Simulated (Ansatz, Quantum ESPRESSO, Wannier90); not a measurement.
# Ballistic channels from Wannier functions: straight Cu chain, spacing 2.14 Å, part 2 of 5

How many channels does the wire offer, and does a small Wannier basis get them right? The wire: straight Cu chain, spacing 2.14 Å.

Quantum ESPRESSO 7.5 and Wannier90 3.1.0; plane-wave DFT, PBE, GBRV ultrasoft pseudopotentials; cross-check by Ansatz 0.2.0 with PAW datasets.

So far. Step 2 (SCF with pw.x): The run needed 26 iterations to bring the estimated error under 1e-07 Ry.

### 4. Neighbour list from wannier90 -pp

Level of this step: maximally localised Wannier functions and ballistic conductance; plane-wave DFT, PBE, GBRV ultrasoft pseudopotentials (Wannier90).

The .win file sets projections and windows: states in the frozen window are kept exactly, the outer window gives room to disentangle.

File wan.win:

```
num_wann = 6
num_bands = 21
num_iter = 200
num_print_cycles = 20
conv_tol = 1e-8
conv_window = 5
guiding_centres = true
dis_num_iter = 1500
dis_conv_tol = 1e-8
dis_win_min = -14.3747
dis_win_max = 5.6253
dis_froz_max = -1.8747
search_shells = 120
fermi_energy = -3.3747

transport = true
transport_mode = bulk
one_dim_axis = z
dist_cutoff = 17.01
dist_cutoff_mode = one_dim
tran_win_min = -4.0
tran_win_max = 2.0
tran_energy_step = 0.02

bands_plot = true
bands_num_points = 96
begin kpoint_path
G 0.0 0.0 0.0 Z 0.0 0.0 0.5
end kpoint_path

begin projections
Cu:s;d
end projections

begin unit_cell_cart
ang
  8.0000000000 0.0000000000 0.0000000000
  0.0000000000 8.0000000000 0.0000000000
  0.0000000000 0.0000000000 2.1390000000
end unit_cell_cart

begin atoms_frac
  Cu 0.0000000000 0.0000000000 0.0000000000
end atoms_frac

mp_grid = 1 1 16
begin kpoints
  0.0 0.0 0.0000000000
  0.0 0.0 0.0625000000
  0.0 0.0 0.1250000000
  0.0 0.0 0.1875000000
  0.0 0.0 0.2500000000
  0.0 0.0 0.3125000000
  0.0 0.0 0.3750000000
  0.0 0.0 0.4375000000
  0.0 0.0 0.5000000000
  0.0 0.0 0.5625000000
  0.0 0.0 0.6250000000
  0.0 0.0 0.6875000000
  0.0 0.0 0.7500000000
  0.0 0.0 0.8125000000
  0.0 0.0 0.8750000000
  0.0 0.0 0.9375000000
end kpoints
```

The run is started by

```
OMP_NUM_THREADS=1 wannier90.x -pp wan > wan.pp.log
```

Log:

```text
+---------------------------------------------------+
             |                                                   |
             |                   WANNIER90                       |
             |                                                   |
             +---------------------------------------------------+
             |                                                   |
             |        Welcome to the Maximally-Localized         |
             |        Generalized Wannier Functions code         |
             |                             |
             |                                                   |
             |                                                   |
             |  Wannier90 Developer Group:                       |
             |    Giovanni Pizzi    (EPFL)                       |
             |    Valerio Vitale    (Cambridge)                  |
             |    David Vanderbilt  (Rutgers University)         |
             |    Nicola Marzari    (EPFL)                       |
             |    Ivo Souza         (Universidad del Pais Vasco) |
             |    Arash A. Mostofi  (Imperial College London)    |
             |    Jonathan R. Yates (University of Oxford)       |
             |                                                   |
             |  For the full list of Wannier90 3.x authors,      |
             |  please check the code documentation and the      |
             |  README on the GitHub page of the code            |
             |                                                   |
             |                                                   |
             |  Please cite                                      |
             |                                                   |
             |  [ref] "Wannier90 as a community code:            |
             |        new features and applications",            |
             |        G. Pizzi et al., J. Phys. Cond. Matt. 32,  |
             |        165902 (2020).                             |
             |            |
             |                                                   |
             |  in any publications arising from the use of      |
             |  this code. For the method please cite            |
             |                                                   |
             |  [ref] "Maximally Localized Generalised Wannier   |
             |         Functions for Composite Energy Bands"     |
             |         N. Marzari and D. Vanderbilt              |
             |         Phys. Rev. B 56 12847 (1997)              |
             |                                                   |
             |  [ref] "Maximally Localized Wannier Functions     |
             |         for Entangled Energy Bands"               |
             |         I. Souza, N. Marzari and D. Vanderbilt    |
             |         Phys. Rev. B 65 035109 (2001)             |
             |                                                   |
             |                                                   |
             | Copyright (c) 1996-2020                           |
             |        The Wannier90 Developer Group and          |
             |        individual contributors                    |
             |                                                   |
             |      Release: 3.1.0        5th March    2020      |
             |                                                   |
             | This program is free software; you can            |
             | redistribute it and/or modify it under the terms  |
             | of the GNU General Public License as published by |
             | the Free Software Foundation; either version 2 of |
             | the License, or (at your option) any later version|
             |                                                   |
             | This program is distributed in the hope that it   |
             | will be useful, but WITHOUT ANY WARRANTY; without |
             | even the implied warranty of MERCHANTABILITY or   |
             | FITNESS FOR A PARTICULAR PURPOSE. See the GNU     |
             | General Public License for more details.          |
             |                                                   |
             | You should have received a copy of the GNU General|
             | Public License along with this program; if not,   |
             | write to the Free Software Foundation, Inc.,      |
             | 675 Mass Ave, Cambridge, MA 02139, USA.           |
             |                                                   |
             +---------------------------------------------------+
             +---------------------------------------------------+

 ******************************************************************************
 * -> Using CODATA 2006 constant values                                       *
 *    (                      *
 * -> Using Bohr value from CODATA                                            *
 ******************************************************************************

 Running in serial (with parallel executable)

                                    ------
                                    SYSTEM
                                    ------

                              Lattice Vectors (Ang)
                    a_1     8.000000   0.000000   0.000000
                    a_2     0.000000   8.000000   0.000000
                    a_3     0.000000   0.000000   2.139000

                   Unit Cell Volume:     136.89600  (Ang^3)

                        Reciprocal-Space Vectors (Ang^-1)
                    b_1     0.785398   0.000000   0.000000
                    b_2     0.000000   0.785398   0.000000
                    b_3     0.000000   0.000000   2.937441

 *----------------------------------------------------------------------------*
 |   Site       Fractional Coordinate          Cartesian Coordinate (Ang)     |
 +----------------------------------------------------------------------------+
 | Cu   1   0.00000   0.00000   0.00000   |    0.00000   0.00000   0.00000    |
 *----------------------------------------------------------------------------*
                                ------------
                                K-POINT GRID
                                ------------

             Grid size =  1 x  1 x 16      Total points =   16

 *---------------------------------- MAIN ------------------------------------*
 |  Number of Wannier Functions               :                 6             |
 |  Number of Objective Wannier Functions     :                 6             |
[...]
|  Write on-site energies <0n|H|0n> to file  :                 F             |
 |  Use guiding centre to control phases      :                 T             |
 |  Use phases for initial projections        :                 F             |
 |  Iterations before starting guiding centres:                 0             |
 |  Iterations between using guiding centres  :                 1             |
 *----------------------------------------------------------------------------*
 *------------------------------- DISENTANGLE --------------------------------*
 |  Using band disentanglement                :                 T             |
 |  Total number of iterations                :              1500             |
 |  Mixing ratio                              :             0.500             |
 |  Convergence tolerence                     :         1.000E-08             |
 |  Convergence window                        :                 3             |
 *----------------------------------------------------------------------------*
 *-------------------------------- PLOTTING ----------------------------------*
 |  Plotting interpolated bandstructure       :                 T             |
 |   Number of K-path sections                :                 1             |
 |   Divisions along first K-path section     :                96             |
 |   Output format                            :           gnuplot             |
 |   Output mode                              :               s-k             |
 *----------------------------------------------------------------------------*
 |   K-space path sections:                                                   |
 |    From: G       0.000  0.000  0.000     To: Z       0.000  0.000  0.500   |
 *----------------------------------------------------------------------------*
 *------------------------------- TRANSPORT ----------------------------------*
 |  Transport mode                            :              bulk             |
 |   Hamiltonian from external files          :                 F             |
 |   System extended in                       :                 z             |
 |   Centre of the unit cell to which WF are translated (fract. coords):      |
 |                                       0.000000,    0.000000,    0.000000   |
 |  Fermi energy (eV)                         :            -3.375             |
 *----------------------------------------------------------------------------*
 Time to read parameters        0.006 (sec)

 *---------------------------------- K-MESH ----------------------------------*
 +----------------------------------------------------------------------------+
 |                    Distance to Nearest-Neighbour Shells                    |
 |                    ------------------------------------                    |
 |          Shell             Distance (Ang^-1)          Multiplicity         |
 |          -----             -----------------          ------------         |
 |             1                   0.183590                      2            |
 |             2                   0.367180                      2            |
 |             3                   0.550770                      2            |
 |             4                   0.734360                      2            |
 |             5                   0.785398                      4            |
 |             6                   0.806570                      8            |
 |             7                   0.866990                      8            |
 |             8                   0.917950                      2            |
 |             9                   0.959270                      8            |
 |            10                   1.075237                      8            |
 |            11                   1.101540                      2            |
 |            12                   1.110721                      4            |
 |            13                   1.125791                      8            |
 |            14                   1.169838                      8            |
 |            15                   1.208091                      8            |
 |            16                   1.239778                      8            |
[...]
|           113                   2.983058                     16            |
 |           114                   2.987002                      8            |
 |           115                   3.002190                      8            |
 |           116                   3.012248                      8            |
 |           117                   3.038494                     16            |
 |           118                   3.040626                      8            |
 |           119                   3.088532                     16            |
 |           120                   3.103223                      8            |
 +----------------------------------------------------------------------------+
 | The b-vectors are chosen automatically                                     |
 | The following shells are used:   1,  5                                     |
 +----------------------------------------------------------------------------+
 |                        Shell   # Nearest-Neighbours                        |
 |                        -----   --------------------                        |
 |                          1               2                                 |
 |                          5               4                                 |
 +----------------------------------------------------------------------------+
 | Completeness relation is fully satisfied [Eq. (B1), PRB 56, 12847 (1997)]  |
 +----------------------------------------------------------------------------+
 |                  b_k Vectors (Ang^-1) and Weights (Ang^2)                  |
 |                  ----------------------------------------                  |
 |            No.         b_k(x)      b_k(y)      b_k(z)        w_b           |
 |            ---        --------------------------------     --------        |
 |             1         0.000000    0.000000    0.183590    14.834462        |
 |             2         0.000000    0.000000   -0.183590    14.834462        |
 |             3         0.785398    0.000000    0.000000     0.810569        |
 |             4         0.000000    0.785398    0.000000     0.810569        |
 |             5         0.000000   -0.785398    0.000000     0.810569        |
 |             6        -0.785398    0.000000    0.000000     0.810569        |
 +----------------------------------------------------------------------------+
 |                           b_k Directions (Ang^-1)                          |
 |                           -----------------------                          |
 |            No.           x           y           z                         |
 |            ---        --------------------------------                     |
 |             1         0.000000    0.000000    0.183590                     |
 |             2         0.785398    0.000000    0.000000                     |
 |             3         0.000000    0.785398    0.000000                     |
 +----------------------------------------------------------------------------+

 Time to get kmesh              0.031 (sec)
 *============================================================================*
 |                              MEMORY ESTIMATE                               |
 |         Maximum RAM allocated during each phase of the calculation         |
 *============================================================================*
 |                        Disentanglement            0.96 Mb                  |
 |                            Wannierise:            0.21 Mb                  |
 |                          plot_wannier:            0.21 Mb                  |
 *----------------------------------------------------------------------------*

 Starting a new Wannier90 calculation ...

 Time to write kmesh            0.037 (sec)

 Exiting... wan.nnkp written.
```

The job ended after 0.51 s (1 MPI rank of Arm Neoverse N1, shared host; peak memory 0.09 GiB).

### 5. Overlaps and projections

pw2wannier90.x computes the overlaps between neighbouring k-points and the projections.

File wan.p2w.in:

```
&inputpp
  prefix = 'nscf'
  outdir = './out'
  seedname = 'wan'
  write_mmn = .true.
  write_amn = .true.
  write_unk = .false.
/
```

The run is started by

```
OMP_NUM_THREADS=1 mpirun -n 2 pw2wannier90.x -in wan.p2w.in > wan.p2w.out
```

Log:

```text
[banner, memory and clock lines left out]
Program PW2WANNIER v.7.5 starts

          URL

     Reading nscf_save data

     ./out/nscf.save/

     IMPORTANT: XC functional enforced from input :
     Exchange-correlation= PBE
                           (   1   4   3   4   0   0   0)
     Any further DFT definition will be discarded
     Please, verify this is what you really want

     negative rho (up, down):  9.505E-07 0.000E+00
     Reading collected, re-writing distributed wavefunctions

      Spin CASE ( default = unpolarized )

  Wannier mode is: standalone

  -----------------
  *** Reading nnkp
  -----------------

  Checking info from wannier.nnkp file

  - Real lattice is ok
  - Reciprocal lattice is ok
  - K-points are ok
  - Number of wannier functions is ok (  6)
  - All guiding functions are given

  Projections:
    0.000000    0.000000    0.000000  0  1  1    1.000000
    0.000000    0.000000    0.000000  2  1  1    1.000000
    0.000000    0.000000    0.000000  2  2  1    1.000000
    0.000000    0.000000    0.000000  2  3  1    1.000000
    0.000000    0.000000    0.000000  2  4  1    1.000000
    0.000000    0.000000    0.000000  2  5  1    1.000000

  Reading data about k-point neighbours

  All neighbours are found

  Opening pp-files

  *** Compute  A projections

  Number of local k points =       16
       1       2       3       4       5       6       7       8       9      10
      11      12      13      14      15      16
  AMN calculated

  ---------------
  *** Compute  M
  ---------------

  Number of local k points =       16
       1       2       3       4       5       6       7       8       9      10
      11      12      13      14      15      16
  MMN calculated

  *** Orbital terms are not computed

  *** SHC terms are not computed

  ----------------
  *** Write bands
  ----------------

  *** Plot info is not printed

  *** Parity info is not printed

  ------------
  *** Stop pp
  ------------

     Internal routines:
```

The job ended after 5.1 s (2 MPI ranks; peak memory 0.09 GiB; 10 s of CPU time).

(Continued in part 3 of 5.)

[Logs are printed without paths, hosts, clocks, repeated set-up lines and the standing remarks that a program may print on its own settings, such as how far it seeks lower states.]

[Hosts, paths, dates, database ids (printed as entryN), source tags and the programs' standing remarks are cut or masked in the printed files.]

[Maps of the electrostatic potential energy from Ansatz leave out the sawtooth potential of an applied field or a dipole correction, so their vacuum need not be flat; planar profiles and work functions include it.]
